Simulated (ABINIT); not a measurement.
# SiTe2 (Fm-3m): phonons by linear response

How does SiTe2 (Fm-3m) vibrate, and is this structure a minimum?

Program: ABINIT 10.8.3. Level of theory: DFT LDA, scalar-relativistic, plane waves, HGH norm-conserving pseudopotentials. Results are calculated unless marked as measured.

Report form: the programs' logs are mostly left out.

The structure was built from a prototype and need not be the compound's stable phase.

## Step 1: Set-up

Symmetry: Fm-3m, No. 225, cubic system. The conventional cell has a = 6.208 Å, b = 6.208 Å, c = 6.208 Å, α = 90.00°, β = 90.00°, γ = 90.00°. Nearest to Si lie 8 Te at 2.69 Å. Nearest to Te lie 4 Si at 2.69 Å and 6 Te at 3.10 Å. Farther neighbours and most contacts between anions are not listed.

## Step 2: A probe with smearing

A first run with smearing and empty bands tells whether the crystal has a gap, which decides between fixed occupations and smearing later on.

probe.abi

```
# ground state
tolvrs 1.0d-08
prtden 1
prtwf 1

# basis, mesh and filling
ecut 20.0
ixc 7
ngkpt 6 6 6
nshiftk 1
shiftk 0.0 0.0 0.0
istwfk *1
occopt 7
tsmear 0.005
nband 14
nstep 100
diemac 9.0
prtebands 0
prtgsr 0
useylm 1

# cell and atoms
acell 3*1.0 Angstrom
rprim 
    0.0 3.10418 3.10418
    3.10418 0.0 3.10418
    3.10418 3.10418 0.0
ntypat 2
znucl 14 52
natom 3
typat 1 2 2
xred 
    0.0 0.0 0.0
    0.25 0.25 0.25
    0.75 0.75 0.75
pp_dirpath "./pseudo"
pseudos "Si.hgh, Te.hgh"
```

Command:

```console
$ OMP_NUM_THREADS=1 mpirun -n 2 abinit probe.abi > probe.log
```

The job ended after 6.5 s (2 MPI ranks of Intel Xeon at 2.70GHz, shared host; 12 s of CPU time).

This step gave:

* volume per atom: 19.94 Å³
* pressure: 29.10 GPa
* gap on the k-mesh: 0 eV

No gap opens on this mesh, so smearing is kept; the printed pressure holds the stress of the finite basis too.

## Step 3: Rough relaxation

The typed start is rough, so a first relaxation with smearing and loose thresholds takes it towards rest cheaply.

prerelax.abi

```
# relaxation
ionmov 2
optcell 2
dilatmx 1.15
chkdilatmx 0
ntime 40
tolmxf 3.0d-04
tolvrs 1.0d-10
prtwf 0
prtden 0
chksymtnons 0

# basis, mesh and filling
ecut 21.0
ecutsm 3.0
ixc 7
ngkpt 4 4 4
nshiftk 1
shiftk 0.0 0.0 0.0
istwfk *1
occopt 7
tsmear 0.005
nband 14
nstep 100
diemac 1000000.0
prtebands 0
prtgsr 0
useylm 1

# cell and atoms
acell 3*1.0 Angstrom
rprim 
    0.0 3.10418 3.10418
    3.10418 0.0 3.10418
    3.10418 3.10418 0.0
ntypat 2
znucl 14 52
natom 3
typat 1 2 2
xred 
    0.0 0.0 0.0
    0.25 0.25 0.25
    0.75 0.75 0.75
pp_dirpath "./pseudo"
pseudos "Si.hgh, Te.hgh"
```

Command:

```console
$ OMP_NUM_THREADS=1 mpirun -n 2 abinit prerelax.abi > prerelax.log
```

It took 23 s on 2 MPI ranks; 45 s of CPU time.

The steps of the relaxation:

```csv
step,energy less that of the first step (eV),largest force (eV/Å),volume (Å³)
1,0.0000,0.0000,59.82
2,-0.7181,0.0000,65.11
3,-1.2643,0.0000,74.72
4,-1.3068,0.0000,78.05
5,-1.3091,0.0000,79.00
```

```csv
"conventional cell, symmetrised",before,after,change
a (Å),6.208,6.811,+9.7 %
b (Å),6.208,6.811,+9.7 %
c (Å),6.208,6.811,+9.7 %
volume (Å³/atom),19.94,26.33,+32.1 %
```

The relaxed structure:

```cif
data_structure
_symmetry_space_group_name_H-M 'P 1'
_symmetry_Int_Tables_number 1
_cell_length_a 4.8163
_cell_length_b 4.8163
_cell_length_c 4.8163
_cell_angle_alpha 60.000
_cell_angle_beta 60.000
_cell_angle_gamma 60.000
_cell_volume 79.00
loop_
_atom_site_label
_atom_site_type_symbol
_atom_site_fract_x
_atom_site_fract_y
_atom_site_fract_z
_atom_site_occupancy
Si1 Si 0.00000 0.00000 0.00000 1
Te2 Te 0.25000 0.25000 0.25000 1
Te3 Te 0.75000 0.75000 0.75000 1
```

Read from the output:

```
volume per atom : 26.33 Å³
pressure        : 0.05224 GPa
```

The volume changes by +32.1 % in this run and stands +32.1 % from the first cell.

## Step 4: Rough relaxation

The cell changed much, so the rough relaxation is repeated on a basis made for the new cell.

prerelax.abi: that of step 3 with these lines changed.

```diff
@@ -32,5 +32,5 @@
 rprim 
-    0.0 3.10418 3.10418
-    3.10418 0.0 3.10418
-    3.10418 3.10418 0.0
+    0.0 3.405639673 3.405639673
+    3.405639673 0.0 3.405639673
+    3.405639673 3.405639673 0.0
 ntypat 2
```

The job ended after 14 s (2 MPI ranks).

Little changed from the start: no atom moved by 0.005 Å and no cell edge by 0.1 %.

The volume changes by +0.0 % in this run and stands +32.1 % from the first cell.

## Step 5: Relaxing the cell and atoms

The harmonic expansion needs vanishing forces, and a free crystal bears no stress, so cell and atoms are brought to rest. Stress is more sensitive to the basis than forces are: the last 3 Ha under the cutoff are smoothed with ecutsm, and the cutoff is raised above that of the later runs.

relax.abi

```
# relaxation
ionmov 2
optcell 2
dilatmx 1.08
ntime 40
tolmxf 1.0d-05
tolvrs 1.0d-14
prtwf 0
prtden 0
chksymtnons 0

# basis, mesh and filling
ecut 26.0
ecutsm 3.0
ixc 7
ngkpt 6 6 6
nshiftk 1
shiftk 0.0 0.0 0.0
istwfk *1
occopt 6
tsmear 0.01
nband 14
nstep 100
diemac 1000000.0
prtebands 0
prtgsr 0
useylm 1

# cell and atoms
acell 3*1.0 Angstrom
rprim 
    0.0 3.405639675 3.405639675
    3.405639675 0.0 3.405639675
    3.405639675 3.405639675 0.0
ntypat 2
znucl 14 52
natom 3
typat 1 2 2
xred 
    0.0 0.0 0.0
    0.25 0.25 0.25
    0.75 0.75 0.75
pp_dirpath "./pseudo"
pseudos "Si.hgh, Te.hgh"
```

Command:

```console
$ OMP_NUM_THREADS=1 mpirun -n 2 abinit relax.abi > relax.log
```

Elapsed: 50 s, on 2 MPI ranks.

Little changed from the start: no atom moved by 0.005 Å and no cell edge by 0.1 %.

Read from the output:

| Quantity | Value |
| --- | --- |
| volume per atom | 26.36 Å³ |
| pressure | 7.76e-5 GPa |

The volume changes by +0.1 % in this run and stands +32.2 % from the first cell.

## Step 6: Ground state

The response is built on these wavefunctions, so the potential is converged far more tightly than an energy would need. Smearing stays on, as the first look found no gap above 0.3 eV.

gs.abi

```
# ground state
tolvrs 1.0d-16
prtden 1
prtwf 1

# basis, mesh and filling
ecut 20.0
ixc 7
ngkpt 6 6 6
nshiftk 1
shiftk 0.0 0.0 0.0
istwfk *1
occopt 6
tsmear 0.01
nband 14
nstep 100
diemac 1000000.0
prtebands 0
prtgsr 0
useylm 1

# cell and atoms
acell 3*1.0 Angstrom
rprim 
    0.0 3.406832057 3.406832057
    3.406832057 0.0 3.406832057
    3.406832057 3.406832057 0.0
ntypat 2
znucl 14 52
natom 3
typat 1 2 2
xred 
    0.0 0.0 0.0
    0.25 0.25 0.25
    0.75 0.75 0.75
pp_dirpath "./pseudo"
pseudos "Si.hgh, Te.hgh"
```

Command:

```console
$ OMP_NUM_THREADS=1 mpirun -n 2 abinit gs.abi > gs.log
```

Elapsed: 11 s, on 2 MPI ranks; 22 s of CPU time.

Read from the output:

```
pressure : -0.1572 GPa
```

The cell stands at -0.16 GPa: the relaxation ran with a smoothed and higher cutoff, and the difference is a stress of the finite basis.

## Step 7: Zone-centre response

At q = 0 one unit cell holds all displacements. The response is solved for single atoms along the cell's directions, and symmetry skips those that follow from others. The crystal is treated as a metal, which screens a static field, so no field response is asked.

dfpt_gamma.abi

```

# common to the responses
getwfk_filepath "gso_WFK"
kptopt 2
nqpt 1
qpt 0.0 0.0 0.0
asr 0
chneut 0

# displacements
rfphon 1
rfatpol 1 3
rfdir 1 1 1
tolvrs 1.0d-10
prtwf 0

# basis, mesh and filling
ecut 20.0
ixc 7
ngkpt 6 6 6
nshiftk 1
shiftk 0.0 0.0 0.0
istwfk *1
occopt 6
tsmear 0.01
nband 14
nstep 100
diemac 1000000.0
prtebands 0
prtgsr 0
useylm 1

# cell and atoms
acell 3*1.0 Angstrom
rprim 
    0.0 3.406832057 3.406832057
    3.406832057 0.0 3.406832057
    3.406832057 3.406832057 0.0
ntypat 2
znucl 14 52
natom 3
typat 1 2 2
xred 
    0.0 0.0 0.0
    0.25 0.25 0.25
    0.75 0.75 0.75
pp_dirpath "./pseudo"
pseudos "Si.hgh, Te.hgh"
```

Command:

```console
$ OMP_NUM_THREADS=1 mpirun -n 2 abinit dfpt_gamma.abi > dfpt_gamma.log
```

It took 87 s on 2 MPI ranks; 2.9 min of CPU time.

This step gave:

| Property | Result |
| --- | --- |
| largest acoustic frequency at the zone centre before the sum rule | 0.39 cm⁻¹ |
| highest optical zone-centre mode (no LO-TO term) | 104.7 cm⁻¹ |
| lowest optical zone-centre mode | 101 cm⁻¹ |

The acoustic modes at Γ come out as far as 0.4 cm⁻¹ from zero, where they should vanish, a small numerical error.

## Step 8: Modes with the sum rule

anaddb reads the merged derivatives and imposes the acoustic sum rule.

anaddb.abi

```
ddb_filepath "gamma_DDB"
output_file "anaddb.abo"
outdata_prefix "anaddb"
asr 1
chneut 1
enunit 2
eivec 1
nph1l 1
qph1l 0.0 0.0 0.0 1.0
```

mrgddb.in

```
gamma_DDB
merged
2
dfpt_gammao_DDB
gso_DDB
```

Command:

```console
$ mrgddb < mrgddb.in > mrgddb.log
$ OMP_NUM_THREADS=1 anaddb anaddb.abi > anaddb.log
```

The job ended after 0.7 s (1 thread).

No LO-TO term; unit eigenvectors of the mass-weighted matrix, from anaddb's displacements. Modes at Γ, with each element's share of the kinetic energy:

```csv
mode,frequency (cm⁻¹),symmetry,Si %,Te %
1,0.0,acoustic,10,90
2,0.0,acoustic,10,90
3,0.0,acoustic,10,90
4,101.0,T2g,0,100
5,101.0,T2g,0,100
6,101.0,T2g,0,100
7,104.7,T1u,90,10
8,104.7,T1u,90,10
9,104.7,T1u,90,10
```

Displacements in mode 5 (101.0 cm⁻¹), the largest set to 1:
```
Si1  0.00  0.00  0.00
Te2  0.00  1.00  0.00
Te3  0.00 -1.00  0.00
```

Displacements in mode 8 (104.7 cm⁻¹), the largest set to 1:
```
Si1  0.00  1.00  0.00
Te2  0.00 -0.11  0.00
Te3  0.00 -0.11  0.00
```

The rule moves no optical mode by more than 0.1 cm⁻¹.

## Step 9: Phonons on a q mesh

Linear response treats each wavevector in the unit cell, with no supercell; the 2×2×2 mesh fixes the range of the force constants to be had.

dfpt_q.abi

```
ndtset 2

# wavevectors
qpt1 0.5 0.0 0.0
qpt2 0.5 0.5 0.0

# displacements
getwfk_filepath "gso_WFK"
getwfq_filepath "gso_WFK"
kptopt 3
nqpt 1
rfphon 1
rfatpol 1 3
rfdir 1 1 1
tolvrs 1.0d-10
prtwf 0

# basis, mesh and filling
ecut 20.0
ixc 7
ngkpt 6 6 6
nshiftk 1
shiftk 0.0 0.0 0.0
istwfk *1
occopt 6
tsmear 0.01
nband 14
nstep 100
diemac 1000000.0
prtebands 0
prtgsr 0
useylm 1

# cell and atoms
acell 3*1.0 Angstrom
rprim 
    0.0 3.406832057 3.406832057
    3.406832057 0.0 3.406832057
    3.406832057 3.406832057 0.0
ntypat 2
znucl 14 52
natom 3
typat 1 2 2
xred 
    0.0 0.0 0.0
    0.25 0.25 0.25
    0.75 0.75 0.75
pp_dirpath "./pseudo"
pseudos "Si.hgh, Te.hgh"
```

Command:

```console
$ OMP_NUM_THREADS=1 mpirun -n 2 abinit dfpt_q.abi > dfpt_q.log
```

It took 15 min on 2 MPI ranks.

Read from the output:

```yaml
lowest_mode_on_the_q_mesh_acoustic_ones_at_the_zone_centre_apart: -78.6 cm⁻¹
```

Frequencies (cm⁻¹) before the sum rule at the irreducible wavevectors but Γ, which is solved apart; negative means imaginary. Frequencies by wavevector:

```csv
q (fractions),star,mode 1,mode 2,mode 3,mode 4,mode 5,mode 6,mode 7,mode 8,mode 9
0.5 0 0,4,-47.19,8.59,8.59,50.58,75.41,75.41,103.9,103.9,116.5
0.5 0.5 0,3,-78.6,-18.42,-18.42,39.42,39.42,99.79,109.6,109.6,114.7
```

## Step 10: Interpolated phonon bands

anaddb transforms the dynamical matrices to force constants and back along the path; points of the mesh come back as solved, but for the sum rule and, in polar crystals, the LO-TO term at Γ; the rest is interpolation.

anaddb.abi

```
ddb_filepath "all_DDB"
output_file "anaddb.abo"
outdata_prefix "anaddb"
ifcflag 1
ngqpt 2 2 2
nqshft 1
q1shft 0.0 0.0 0.0
asr 1
chneut 0
dipdip 0
dipquad 0
quadquad 0
enunit 0
eivec 0
nph1l 62
qph1l 
    0.0 0.0 0.0 1.0
    0.05 0.0 0.05 1.0
    0.1 0.0 0.1 1.0
    0.15 0.0 0.15 1.0
    0.2 0.0 0.2 1.0
    0.25 0.0 0.25 1.0
    0.3 0.0 0.3 1.0
    0.35 0.0 0.35 1.0
    0.4 0.0 0.4 1.0
    0.45 0.0 0.45 1.0
    0.5 0.0 0.5 1.0
    0.5125 0.025 0.5125 1.0
    0.525 0.05 0.525 1.0
    0.5375 0.075 0.5375 1.0
    0.55 0.1 0.55 1.0
    0.5625 0.125 0.5625 1.0
    0.575 0.15 0.575 1.0
    0.5875 0.175 0.5875 1.0
    0.6 0.2 0.6 1.0
    0.6125 0.225 0.6125 1.0
    0.625 0.25 0.625 1.0
    0.375 0.375 0.75 1.0
    0.3375 0.3375 0.675 1.0
    0.3 0.3 0.6 1.0
    0.2625 0.2625 0.525 1.0
    0.225 0.225 0.45 1.0
    0.1875 0.1875 0.375 1.0
    0.15 0.15 0.3 1.0
    0.1125 0.1125 0.225 1.0
    0.075 0.075 0.15 1.0
    0.0375 0.0375 0.075 1.0
    0.0 0.0 0.0 1.0
    0.05 0.05 0.05 1.0
    0.1 0.1 0.1 1.0
    0.15 0.15 0.15 1.0
    0.2 0.2 0.2 1.0
    0.25 0.25 0.25 1.0
    0.3 0.3 0.3 1.0
    0.35 0.35 0.35 1.0
    0.4 0.4 0.4 1.0
    0.45 0.45 0.45 1.0
    0.5 0.5 0.5 1.0
    0.5 0.475 0.525 1.0
    0.5 0.45 0.55 1.0
    0.5 0.425 0.575 1.0
    0.5 0.4 0.6 1.0
    0.5 0.375 0.625 1.0
    0.5 0.35 0.65 1.0
    0.5 0.325 0.675 1.0
    0.5 0.3 0.7 1.0
    0.5 0.275 0.725 1.0
    0.5 0.25 0.75 1.0
    0.5 0.225 0.725 1.0
    0.5 0.2 0.7 1.0
    0.5 0.175 0.675 1.0
    0.5 0.15 0.65 1.0
    0.5 0.125 0.625 1.0
    0.5 0.1 0.6 1.0
    0.5 0.075 0.575 1.0
    0.5 0.05 0.55 1.0
    0.5 0.025 0.525 1.0
    0.5 0.0 0.5 1.0
```

mrgddb.in

```
all_DDB
merged
3
dfpt_gammao_DDB
dfpt_qo_DS1_DDB
dfpt_qo_DS2_DDB
```

Command:

```console
$ mrgddb < mrgddb.in > mrgddb.log
$ OMP_NUM_THREADS=1 anaddb anaddb.abi > anaddb.log
```

Run time: 0.74 s. Hardware: 1 thread.

Read from the output:

```yaml
lowest_frequency_on_the_path: -78.61 cm⁻¹
```

Anaddb. Phonon branches along the path, in cm⁻¹:

```csv
point,branch 1,branch 2,branch 3,branch 4,branch 5,branch 6,branch 7,branch 8,branch 9
Γ,0,0,0,101,101,101,105,105,105
halfway,5,5,39,67,68,68,111,111,113
X,-79,-18,-18,39,39,100,110,110,115
halfway,-76,7,8,32,39,97,109,110,113
U,-68,-7,32,32,40,91,107,110,112
jump to K,-68,-7,32,32,40,91,107,110,112
halfway,-30,42,47,47,74,75,105,105,117
Γ,0,0,0,101,101,101,105,105,105
halfway,24,24,26,62,84,84,106,106,114
L,-47,9,9,51,75,75,104,104,116
halfway,-45,-44,30,52,61,78,106,107,114
W,-55,-51,7,47,47,93,106,106,113
halfway,-73,-12,13,29,43,96,107,112,112
X,-79,-18,-18,39,39,100,110,110,115
```

The path dips to 79i cm⁻¹.

## Step 11: Density of states

Sums over the zone need many more wavevectors than were solved, so the interpolation is sampled on a dense mesh.

anaddb.abi

```
ddb_filepath "all_DDB"
output_file "anaddb.abo"
outdata_prefix "anaddb"
ifcflag 1
ngqpt 2 2 2
nqshft 1
q1shft 0.0 0.0 0.0
asr 1
chneut 0
dipdip 0
dipquad 0
quadquad 0
prtdos 2
ng2qpt 11 11 11
dosdeltae 4.5563e-06
ntemper 11
temperinc 100.0
tempermin 0.0
```

Command:

```console
$ OMP_NUM_THREADS=1 anaddb anaddb.abi > anaddb.log
```

Run time: 0.84 s. Hardware: 1 thread.

This step gave:

| Property | Result |
| --- | --- |
| share of modes beyond 3i cm⁻¹ on the dense interpolated mesh | 0.1739 |

The phonon density of states has structure finer than the step of the table below, so its rows give means over 10 cm⁻¹, whole bins alone (the curve runs from -109 to 146 cm⁻¹). Peaks (cm⁻¹: height): 72.4: 0.107, 106.4: 0.553, 115.4: 0.315.

Tetrahedra. Phonon density of states against wavenumber; means over each step:

```csv
wavenumber (cm⁻¹),phonon density of states (1/cm⁻¹/cell)
-90,0
-80,6.5e-4
-70,0.00920
-60,0.0186
-50,0.0238
-40,0.0292
-30,0.0323
-20,0.0209
-10,0.0177
0,0.0173
10,0.0218
20,0.0427
30,0.0497
40,0.0512
50,0.0606
60,0.0612
70,0.0545
80,0.0535
90,0.0330
100,0.0224
110,0.238
120,0.0361
130,0
```

## Step 12: Results

| Property | Result |
| --- | --- |
| space group after relaxation | Fm-3m |
| volume per atom | 26.4 Å³ |
| highest optical zone-centre mode (no LO-TO term) | 104.7 cm⁻¹ |
| lowest optical zone-centre mode | 101 cm⁻¹ |
| q mesh | 2×2×2 |
| lowest mode on the q mesh (acoustic ones at the zone centre apart) | -78.6 cm⁻¹ |
| imaginary modes on the q mesh | yes |

**Reading.** SiTe2 (Fm-3m) is unstable: a mode solved on the 2×2×2 mesh is imaginary, 79i cm⁻¹; its spectrum reaches 117 cm⁻¹. At the LDA level the optical modes of SiTe2 (Fm-3m) at the zone centre run from 101 to 105 cm⁻¹. The most unstable solved mode lies at q = (0.5, 0.5, 0), on the zone boundary, so the distortion that it points to doubles the cell. These are harmonic frequencies at zero temperature: anharmonic shifts and linewidths and thermal expansion are left out. Spin-orbit coupling is left out, which can matter for the heavy elements here. In a metal the frequencies hang on the k mesh and the smearing, most of all near Kohn anomalies. The structure is a hypothetical one, built on a prototype.

[Host names and launcher messages were left out of these logs when they were recorded.]

[Logs are printed without paths, hosts, clocks, repeated set-up lines and the standing remarks that a program may print on its own settings, such as how far it seeks lower states.]

[Hosts, paths, dates, database ids (printed as entryN), source tags and the programs' standing remarks are cut or masked in the printed files.]
